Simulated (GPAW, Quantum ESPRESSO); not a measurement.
**Near-edge structure at the Ni K edge of BeNi (Pm-3m)**

Aim: the Ni K edge of BeNi (Pm-3m) by two routes, a Lanczos recursion (XSpectra) and a sum over empty bands (GPAW), to see which features are robust.

Method: core-hole supercells, plane-wave PAW LDA (first program; GPAW 26.7.0 follows as the second), in Quantum ESPRESSO 7.5.

**1. The starting structure**

It takes space group Pm-3m (No. 221, cubic). Conventional cell: a = 2.587 Å, b = 2.587 Å, c = 2.587 Å, α = 90.00°, β = 90.00°, γ = 90.00°. Ni has 8 Be at 2.24 Å nearest. Nearest to Be lie 8 Ni at 2.24 Å. Farther neighbours are not listed.

**2. Ground state of the crystal (Quantum ESPRESSO)**

The ground state comes first: it tells whether the system has a gap, which decides how the excited electron is treated.

The PAW data sets are made with ld1.x, with reconstruction data.

Contents of scf.in:

```
&control
   calculation='scf', prefix='x', pseudo_dir='../pp', outdir='tmp', tprnfor=.true.
/
&system
   ibrav=0, nat=2, ntyp=2, nbnd=11
   ecutwfc=47, ecutrho=270
   occupations='smearing', smearing='mv', degauss=0.015
   nspin=2
   starting_magnetization(1)=0.20
/
&electrons
   conv_thr=2.0e-08, electron_maxstep=120
   mixing_beta=0.3, mixing_mode='local-TF'
/
ATOMIC_SPECIES
Ni3 1.0 Ni.lda-n-kjpaw.UPF
Be 1.0 Be.lda-n-kjpaw.UPF
CELL_PARAMETERS angstrom
  2.58699959 0.00000000 0.00000000
  0.00000000 2.58699959 0.00000000
  0.00000000 0.00000000 2.58699959
ATOMIC_POSITIONS crystal
Ni3  0.50000000 0.50000000 0.50000000
Be   0.00000000 0.00000000 0.00000000
K_POINTS automatic
10 10 10 0 0 0
```

Started as:

```console
> OMP_NUM_THREADS=1 mpirun --oversubscribe --bind-to none -np 4 pw.x -nk 4 -in scf.in > scf.out
```

The log of the run:

```text
     [... banner and references ...]
using ibrav=0 with symmetry is DISCOURAGED, use correct ibrav instead

     G-vector sticks info
     --------------------

     Using Slab Decomposition

     bravais-lattice index     =            0
     lattice parameter (alat)  =       4.8887  a.u.
     unit-cell volume          =     116.8384 (a.u.)^3
     number of atoms/cell      =            2
     number of atomic types    =            2
     number of electrons       =        12.00
     number of Kohn-Sham states=           11
     kinetic-energy cutoff     =      47.0000  Ry
     charge density cutoff     =     270.0000  Ry
     scf convergence threshold =      2.0E-08
     mixing beta               =       0.3000
     number of iterations used =            8  local-TF  mixing
     Exchange-correlation= SLA  PZ   NOGX NOGC
                           (   1   1   0   0   0   0   0)

     celldm(1)=   4.888721  celldm(2)=   0.000000  celldm(3)=   0.000000
     celldm(4)=   0.000000  celldm(5)=   0.000000  celldm(6)=   0.000000

     crystal axes: (cart. coord. in units of alat)
               a(1) = (   1.000000   0.000000   0.000000 )
               a(2) = (   0.000000   1.000000   0.000000 )
               a(3) = (   0.000000   0.000000   1.000000 )

     reciprocal axes: (cart. coord. in units 2 pi/alat)
               b(1) = (  1.000000  0.000000  0.000000 )
               b(2) = (  0.000000  1.000000  0.000000 )
               b(3) = (  0.000000  0.000000  1.000000 )

     PseudoPot. #1 for Ni:     Pseudo is Projector augmented-wave + core cor, Zval = 10.0

     PseudoPot. #2 for Be:     Pseudo is Projector augmented-wave + core cor, Zval =  2.0

     atomic species   valence    mass     pseudopotential
     Ni3              10.00     1.00000     Ni( 1.00)
     Be                2.00     1.00000     Be( 1.00)

     Starting magnetic structure
     atomic species   magnetization
     Ni3             0.200
     Be              0.000

     48 Sym. Ops., with inversion, found

   Cartesian axes

     site n.     atom                  positions (alat units)
         1        Ni3    tau(   1) = (   0.5000000   0.5000000   0.5000000  )
         2        Be     tau(   2) = (   0.0000000   0.0000000   0.0000000  )

     number of k points=    56  Marzari-Vanderbilt smearing, width (Ry)=  0.0150
                       cart. coord. in units 2pi/alat
        k(    1) = (   0.0000000   0.0000000   0.0000000), wk =   0.0010000
        k(    2) = (   0.0000000   0.0000000   0.1000000), wk =   0.0060000
        k(    3) = (   0.0000000   0.0000000   0.2000000), wk =   0.0060000
        k(    4) = (   0.0000000   0.0000000   0.3000000), wk =   0.0060000
        k(    5) = (   0.0000000   0.0000000   0.4000000), wk =   0.0060000
[...]
k(   54) = (   0.4000000   0.4000000  -0.5000000), wk =   0.0120000
        k(   55) = (   0.4000000  -0.5000000  -0.5000000), wk =   0.0060000
        k(   56) = (  -0.5000000  -0.5000000  -0.5000000), wk =   0.0010000

     Dense  grid:     8733 G-vectors     FFT dimensions: (  25,  25,  25)

     Smooth grid:     5041 G-vectors     FFT dimensions: (  24,  24,  24)

     Generating pointlists ...
     new r_m :   0.3572 (alat units)  1.7464 (a.u.) for type    1
     new r_m :   0.3572 (alat units)  1.7464 (a.u.) for type    2

     Initial potential from superposition of free atoms

     starting charge      11.9996, renormalised to      12.0000
     Starting wfcs are   13 randomized atomic wfcs
     Checking if some PAW data can be deallocated...

     per-process dynamical memory:    18.0 Mb

     Self-consistent Calculation

     iteration #  1     ecut=    47.00 Ry     beta= 0.30
     Davidson diagonalization with overlap
     ethr =  1.00E-02,  avg # of iterations =  5.2

     Threshold (ethr) on eigenvalues was too large:
     Diagonalizing with lowered threshold

     Davidson diagonalization with overlap
     ethr =  4.38E-04,  avg # of iterations =  2.8

     total energy              =    -187.31065701 Ry
     estimated scf accuracy    <       0.05255245 Ry

     total magnetization       =     0.37 Bohr mag/cell
     absolute magnetization    =     0.47 Bohr mag/cell

     iteration #  2     ecut=    47.00 Ry     beta= 0.30
     Davidson diagonalization with overlap
     ethr =  4.38E-04,  avg # of iterations =  1.2

     total energy              =    -187.32653650 Ry
     estimated scf accuracy    <       0.03132277 Ry

     total magnetization       =     0.29 Bohr mag/cell
     absolute magnetization    =     0.39 Bohr mag/cell

     iteration #  3     ecut=    47.00 Ry     beta= 0.30
     Davidson diagonalization with overlap
     ethr =  2.61E-04,  avg # of iterations =  1.3

     total energy              =    -187.33101756 Ry
     estimated scf accuracy    <       0.00055354 Ry

     total magnetization       =     0.07 Bohr mag/cell
     absolute magnetization    =     0.14 Bohr mag/cell

     iteration #  4     ecut=    47.00 Ry     beta= 0.30
     Davidson diagonalization with overlap
     c_bands:  1 eigenvalues not converged
     ethr =  4.61E-06,  avg # of iterations =  7.3

     total energy              =    -187.33139838 Ry
     estimated scf accuracy    <       0.00020929 Ry

     total magnetization       =     0.04 Bohr mag/cell
     absolute magnetization    =     0.09 Bohr mag/cell

     iteration #  5     ecut=    47.00 Ry     beta= 0.30
[...]
total energy              =    -187.33160085 Ry
     estimated scf accuracy    <       0.00003739 Ry

     total magnetization       =     0.00 Bohr mag/cell
     absolute magnetization    =     0.02 Bohr mag/cell

     iteration #  6     ecut=    47.00 Ry     beta= 0.30
[...]
total energy              =    -187.33161637 Ry
     estimated scf accuracy    <       0.00000364 Ry

     total magnetization       =    -0.00 Bohr mag/cell
     absolute magnetization    =     0.00 Bohr mag/cell

     iteration #  7     ecut=    47.00 Ry     beta= 0.30
[...]
total energy              =    -187.33162331 Ry
     estimated scf accuracy    <       0.00000234 Ry

     total magnetization       =     0.01 Bohr mag/cell
     absolute magnetization    =     0.01 Bohr mag/cell

     iteration #  8     ecut=    47.00 Ry     beta= 0.30
     Davidson diagonalization with overlap
     ethr =  1.95E-08,  avg # of iterations =  1.7

     total energy              =    -187.33162514 Ry
     estimated scf accuracy    <       0.00000016 Ry

     total magnetization       =     0.00 Bohr mag/cell
     absolute magnetization    =     0.00 Bohr mag/cell

     iteration #  9     ecut=    47.00 Ry     beta= 0.30
     Davidson diagonalization with overlap
     ethr =  1.34E-09,  avg # of iterations =  4.1

     total energy              =    -187.33162521 Ry
     estimated scf accuracy    <       0.00000004 Ry

     total magnetization       =     0.00 Bohr mag/cell
     absolute magnetization    =     0.00 Bohr mag/cell

     iteration # 10     ecut=    47.00 Ry     beta= 0.30
     Davidson diagonalization with overlap
     ethr =  3.28E-10,  avg # of iterations =  2.5

     Magnetic moment per site  (integrated on atomic sphere of radius R)
     atom   1 (R=0.357)  charge=  8.2716  magn= -0.0005
     atom   2 (R=0.357)  charge=  1.1413  magn=  0.0000

     End of self-consistent calculation

     Number of k-points >= 100: set verbosity='high' to print the bands.

     the Fermi energy is    12.1509 ev

!    total energy              =    -187.33162531 Ry
     total all-electron energy =     -3066.001309 Ry
     estimated scf accuracy    <          9.1E-09 Ry
     smearing contrib. (-TS)   =      -0.00037971 Ry
     internal energy E=F+TS    =    -187.33124560 Ry

     The total energy is F=E-TS. E is the sum of the following terms:
     one-electron contribution =     -17.93888945 Ry
     hartree contribution      =      24.89124645 Ry
     xc contribution           =     -42.73697708 Ry
     ewald contribution        =     -66.92065186 Ry
     one-center paw contrib.   =     -84.62597366 Ry

     total magnetization       =    -0.00 Bohr mag/cell
     absolute magnetization    =     0.00 Bohr mag/cell

     convergence has been achieved in  10 iterations

     Forces acting on atoms (cartesian axes, Ry/au):

     atom    1 type  1   force =     0.00000000    0.00000000    0.00000000
     atom    2 type  2   force =     0.00000000    0.00000000    0.00000000

     Total force =     0.000000     Total SCF correction =     0.000000

     XML data file, charge density, pseudopotentials, collected wavefunctions

=------------------------------------------------------------------------------=
   JOB DONE.
=------------------------------------------------------------------------------=
```

Wall time 4.3 s (4 MPI ranks of Arm Neoverse V2, shared host); peak memory 0.06 GiB; 17 s of CPU time.

Absorbing atoms carry a label of their own (element plus a letter or digit), as the spectrum program needs them as separate species.

The mesh shows no gap, so the system is treated as a metal and the core electron is put at the Fermi level (neutral cell).

**3. Spectrum without a core hole, Ni atom 1 (Quantum ESPRESSO)**

Without a hole the spectrum is the empty density of states of the right symmetry on the absorber, weighted by matrix elements. It needs only the small cell and serves as the baseline.

The absorber has 8 Be at 2.24 Å and 6 Ni at 2.59 Å (cube and octahedron, as in bcc, site symmetry m-3m).

Contents of xspectra.in:

```
&input_xspectra
   calculation='xanes_dipole', edge='K'
   prefix='x', outdir='tmp', xiabs=1, xe0=12.1509
   xonly_plot=.false., x_save_file='xanes.sav'
   xniter=3000, xcheck_conv=20, xerror=0.005
   xcoordcrys=.false., xepsilon(1)=1, xepsilon(2)=0, xepsilon(3)=0
/
&plot
   xnepoint=413, xemin=-10, xemax=45, terminator=.true., cut_occ_states=.true.
   xgamma=0.4
/
&pseudos
   filecore='../Ni.wfc'
/
&cut_occ
   cut_desmooth=0.1, cut_stepl=0.05, cut_stepu=0.05, cut_ierror=1e-5
/
9 9 9 0 0 0
```

Started as:

```console
> OMP_NUM_THREADS=1 mpirun --oversubscribe --bind-to none -np 4 xspectra.x -nk 4 -in xspectra.in > xspectra.out
```

The log of the run:

```text
     [... banner and references ...]
Reading input_file

     calculation: xanes_dipole

     xepsilon  [cartesian coordinates]:   1.000000   0.000000   0.000000

     xonly_plot: FALSE
        => complete calculation: Lanczos + spectrum plot

     filecore (core-wavefunction file): ../Ni.wfc

     main plot parameters:
        cut_occ_states: TRUE
        gamma_mode:  constant
        -> using xgamma [eV]:  0.40
        xemin [eV]: -10.00
        xemax [eV]:  45.00
        xnepoint:  413
        xe0 [eV]:  12.150900 (energy zero read in input file)

[...]
Results of STEP 1 successfully written in x_save_file
     x_save_file name:
     ->  xanes.sav
     x_save_file version:  2

     ... End STEP 1 ...

     ... Begin STEP 2 ...

     The spectrum is calculated using the following parameters:
        xe0 [eV]:   12.1509
        the occupied states are elimintate from the spectrum
        xemin [eV]: -10.00
        xemax [eV]:  45.00
        xnepoint:  413
        constant broadening parameter [eV]:    0.400
        Core level energy [eV]:  -8333.
         (from electron binding energy of neutral atoms in X-ray data booklet)

     Cross-section successfully written in xanes.dat

     ... End STEP 2 ...

                                END JOB XSpectra
```

Run time: 15 s. Hardware: 4 MPI ranks; peak memory 0.13 GiB.

The core hole lives too briefly for so narrow a line (tabulated full width 1.4 eV). The run keeps xgamma small, and the tables are broadened afterwards: Lorentzian half width 0.72 eV up to 4 eV, rising linearly to 1.75 eV at 25 eV (not a setting of the program: the run's 0.4 eV curve was folded afterwards with a further Lorentzian).

The Ni K spectrum, Ni atom 1, no core hole (energy from the energy zero of the input (xe0, at the border of filled and empty states); intensity scaled to a mean of 1 over the first 20 eV; folded afterwards to Lorentzian half width 0.72 eV up to 4 eV, rising linearly to 1.75 eV at 25 eV; the points at xe0, where the cut of filled states can leave a spike, are interpolated):

```tsv
E (eV)	intensity
-2.0	0.11
-1.5	0.13
-1.0	0.17
-0.5	0.25
0.0	0.38
0.5	0.50
1.0	0.60
1.5	0.63
2.0	0.59
2.5	0.58
3.0	0.57
3.5	0.54
4.0	0.50
4.5	0.52
5.0	0.61
5.5	0.74
6.0	0.79
6.5	0.80
7.0	0.79
7.5	0.82
8.0	0.86
8.5	0.87
9.0	0.83
9.5	0.83
10.0	0.88
10.5	0.91
11.0	0.91
11.5	0.87
12.0	0.86
12.5	0.90
13.0	0.96
13.5	1.03
14.0	1.10
14.5	1.17
15.0	1.24
15.5	1.31
16.0	1.41
16.5	1.53
17.0	1.62
17.5	1.67
18.0	1.73
18.5	1.83
19.0	1.95
19.5	2.06
20.0	2.12
20.5	2.13
21.0	2.12
21.5	2.13
22.0	2.17
22.5	2.24
23.0	2.28
23.5	2.27
24.0	2.20
24.5	2.07
25.0	1.91
25.5	1.74
26.0	1.59
26.5	1.47
27.0	1.39
27.5	1.34
28.0	1.32
28.5	1.32
29.0	1.33
29.5	1.35
30.0	1.36
30.5	1.37
31.0	1.38
31.5	1.38
32.0	1.39
```

Main maxima below 30 eV (height): 1.3 eV (0.63), 8.3 eV (0.87), 10.7 eV (0.92) and 23.1 eV (2.28). A K edge sees empty p states, which here mix into the lowest empty bands, so that weight starts at the zero.

**4. Reference energy of the supercell (Quantum ESPRESSO)**

The photon energy needs a difference of total energies, so the cell and mesh of the coming hole run are first run without a hole.

Contents of scf.in:

```
&control
   calculation='scf', prefix='x', pseudo_dir='../pp', outdir='tmp', tprnfor=.true.
/
&system
   ibrav=0, nat=18, ntyp=2, nbnd=75
   ecutwfc=47, ecutrho=270
   occupations='smearing', smearing='mv', degauss=0.015
   nspin=2
   starting_magnetization(1)=0.20
/
&electrons
   conv_thr=1.8e-07, electron_maxstep=120
   mixing_beta=0.3, mixing_mode='local-TF'
/
ATOMIC_SPECIES
Ni 1.0 Ni.lda-n-kjpaw.UPF
Be 1.0 Be.lda-n-kjpaw.UPF
CELL_PARAMETERS angstrom
  2.58699959 0.00000000 5.17399918
  -5.17399918 2.58699959 0.00000000
  0.00000000 -5.17399918 2.58699959
ATOMIC_POSITIONS crystal
Ni   0.38888889 0.94444444 0.72222222
Ni   0.83333333 0.16666667 0.83333333
Ni   0.72222222 0.61111111 0.05555556
Ni   0.61111111 0.05555556 0.27777778
Ni   0.27777778 0.38888889 0.94444444
Ni   0.50000000 0.50000000 0.50000000
Ni   0.16666667 0.83333333 0.16666667
Ni   0.05555556 0.27777778 0.38888889
Ni   0.94444444 0.72222222 0.61111111
Be   0.00000000 0.00000000 0.00000000
Be   0.44444444 0.22222222 0.11111111
Be   0.33333333 0.66666667 0.33333333
Be   0.22222222 0.11111111 0.55555556
Be   0.88888889 0.44444444 0.22222222
Be   0.11111111 0.55555556 0.77777778
Be   0.77777778 0.88888889 0.44444444
Be   0.66666667 0.33333333 0.66666667
Be   0.55555556 0.77777778 0.88888889
K_POINTS automatic
5 5 5 0 0 0
```

Started as:

```console
> OMP_NUM_THREADS=1 mpirun --oversubscribe --bind-to none -np 4 pw.x -nk 4 -in scf.in > scf.out
```

The log of the run:

```text
     [... banner and references ...]
[banner, memory and clock lines left out]
NOTICE: Bravais lattice has wrong number ( 3) of symmetries - symmetries are disabled
     Found identity + (  0.4444  0.2222  0.1111) symmetry
     This is a supercell, fractional translations are disabled
     using ibrav=0 with symmetry is DISCOURAGED, use correct ibrav instead

     G-vector sticks info

[...]
atom    3 type  1   force =    -0.00000831   -0.00000687    0.00001125
[...]
atom   17 type  2   force =    -0.00000255   -0.00000046    0.00000123
     atom   18 type  2   force =     0.00000295   -0.00000009    0.00000074

     Total force =     0.000052     Total SCF correction =     0.000124
     SCF correction compared to forces is large: reduce conv_thr to get better values

     XML data file, charge density, pseudopotentials, collected wavefunctions
[key lines of the parts left out:]
!    total energy              =   -1685.98280951 Ry
total magnetization       =     0.00 Bohr mag/cell
the Fermi energy is    12.1383 ev
convergence has been achieved in  11 iterations
```

Elapsed: 7.2 min, on 4 MPI ranks; peak memory 0.42 GiB; 29 min of CPU time.

Reference energy: -375435.632 eV with the cores included.

(Part 1 of 4 ends here.)

[Banner, clock and machine lines of the logs are left out without a mark of their own.]

[Logs are printed without paths, hosts, clocks, repeated set-up lines and the standing remarks that a program may print on its own settings, such as how far it seeks lower states.]

[Hosts, paths, dates, database ids (printed as entryN), source tags and the programs' standing remarks are cut or masked in the printed files.]

[Lists of maxima count a maximum above −3 eV only where it reaches 4 % of the highest in the window and stands out from its surroundings by 2 % of it (1.5 % where it reaches 55 %); shoulders and weaker maxima are passed over, and of the rest the first, up to two pre-edge ones and the few strongest are named.]
